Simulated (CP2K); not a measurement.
Two runs for the F K edge of 1,4-difluorobenzene. Run A: CP2K XAS_TDP, all-electron GAPW, PBEh(45%), aug-cc-pVDZ, TDA, no relativity. Run B differs in one setting.

First lines with a strength over 0.0015. A:

```csv
atom,energy (eV),states,"strength, one atom"
"F1 (bonded to C), 2 alike",683.56,1,0.0069
,683.69,1,0.0289
,684.69,1,0.0045
,685.74,1,0.0029
,686.28,1,0.0024
```

B:

```csv
atom,energy (eV),states,"strength, one atom"
"F1 (bonded to C), 2 alike",686.45,1,0.0239
,686.87,1,0.0093
,687.05,1,0.0032
,687.72,1,0.0076
,688.46,1,0.0016
```

Q: Which was it: GW2X switched on, the basis, the functional, scalar relativity switched on?

The functional (functional from PBEh(45%) to BHandHLYP; the lines alone don't name the new value). A functional moves all lines by electronvolts and changes their spacings and strengths. For F1 the rule picks another line of the list in the two runs, so no shift is given.

[Banner, clock and machine lines of the logs are left out without a mark of their own.]

[Logs are printed without paths, hosts, clocks, repeated set-up lines and the standing remarks that a program may print on its own settings, such as how far it seeks lower states.]

[Hosts, paths, dates, database ids (printed as entryN), source tags and the programs' standing remarks are cut or masked in the printed files.]
